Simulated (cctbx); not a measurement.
# What is wrong with this refinement?

Cell a = 7.4820 Å, b = 11.0280 Å, c = 7.6640 Å, α = 90.00°, β = 90.00°, γ = 90.00°; space group Imma (no. 74). The compound is Na2TiFeF7.

The data are simulated with cctbx, not measured: Ag Kα, λ = 0.56087 Å, to d = 0.6 Å, 50 % of the full sphere, strongest reflection 70000 counts, noise from counting, a 3 % proportional error and a noise floor of 15 counts (s.d.); no absorption.

An anisotropic refinement with weights 1/σ² prints:

```text
Rint 0.020, 88 unique reflections to 1.30 A
cycle     R1     wR2    GooF  max shift (A)
   1  0.0162  0.0485   2.546   0.00344
   2  0.0076  0.0173   0.909   0.00000
final R1 0.0076 wR2 0.0173 GooF 0.909  parameters 35  data/parameter 2.5
atom        x        y        z      Ueq    occ   su(xyz)  su(Uiso or U11)
Fe1    0.00000  0.00000  0.50000   0.0081  1.000  0.00000  0.0009
Ti1    0.75000  0.25000  0.25000   0.0192  1.000  0.00000  0.0012
Na1    0.75000  0.25000  0.75000   0.0129  1.000  0.00000  0.0020
Na2    0.00000  0.00000  0.00000   0.0211  1.000  0.00000  0.0023
F1     0.00000  0.25000  0.13402   0.0137  1.000  0.00025  0.0016
F2     0.50000  0.40902  0.77223   0.0090  1.000  0.00016  0.0014
F3     0.69490  0.11128  0.05521   0.0113  1.000  0.00017  0.0009
difference map: max 0.11 min -0.09 rms 0.02
Q1    0.0000  0.2500  0.0144    4    0.11  0.92 A from F1
Q2    0.0000  0.2500  0.5198    4    0.09  2.19 A from F3
Q3    0.0000  0.2500  0.7157    4    0.08  1.76 A from F2
Q4    0.2514  0.0033  0.1389   16    0.06  1.41 A from F3
Q5    0.1474  0.1020  0.9981   16    0.06  1.26 A from F3
Q6    0.2700  0.2500  0.9870    8    0.05  1.64 A from F3
```

**Question.** Can this result stand? If not, what is the likely fault?

Mend it. The fault: data cut at low resolution. Against the right model at the same level, R1 goes from 0.0138 to 0.0076 and GooF from 0.94 to 0.91. The atoms are right, but there are too few data for the parameters: R1 flatters and the s.u.s grow. Data per parameter fall from 23.3 to 2.5.

The compound is Na2TiFeF7. The right model at the same level gives:

```text
Rint 0.027, 814 unique reflections to 0.60 A
cycle     R1     wR2    GooF  max shift (A)
   1  0.0440  0.1130   3.395   0.00196
   2  0.0138  0.0312   0.938   0.00000
final R1 0.0138 wR2 0.0312 GooF 0.938  parameters 35  data/parameter 23.3
atom        x        y        z      Ueq    occ   su(xyz)  su(Uiso or U11)
Fe1    0.00000  0.00000  0.50000   0.0082  1.000  0.00000  0.0001
Ti1    0.75000  0.25000  0.25000   0.0196  1.000  0.00000  0.0001
Na1    0.75000  0.25000  0.75000   0.0131  1.000  0.00000  0.0002
Na2    0.00000  0.00000  0.00000   0.0211  1.000  0.00000  0.0003
F1     0.00000  0.25000  0.13423   0.0131  1.000  0.00011  0.0003
F2     0.50000  0.40894  0.77257   0.0077  1.000  0.00007  0.0002
F3     0.69482  0.11128  0.05551   0.0114  1.000  0.00005  0.0002
difference map: max 0.46 min -0.61 rms 0.09
Q1    0.0000  0.0514  0.8080    8    0.47  0.76 A from F2
Q2    0.0000  0.1757  0.2075    8    0.34  0.99 A from F1
Q3    0.0598  0.0826  0.5947   16    0.33  1.12 A from F2
Q4    0.0000  0.1946  0.6977    8    0.33  1.16 A from F2
Q5    0.1465  0.1702  0.8130   16    0.33  1.27 A from Na1
Q6    0.0000  0.1084  0.3843    8    0.33  1.49 A from Fe1
```

This is a model crystal, built by substitution and not relaxed, with assumed displacement parameters.

[Middle refinement cycles are left out of these outputs.]

[Logs are printed without paths, hosts, clocks, repeated set-up lines and the standing remarks that a program may print on its own settings, such as how far it seeks lower states.]
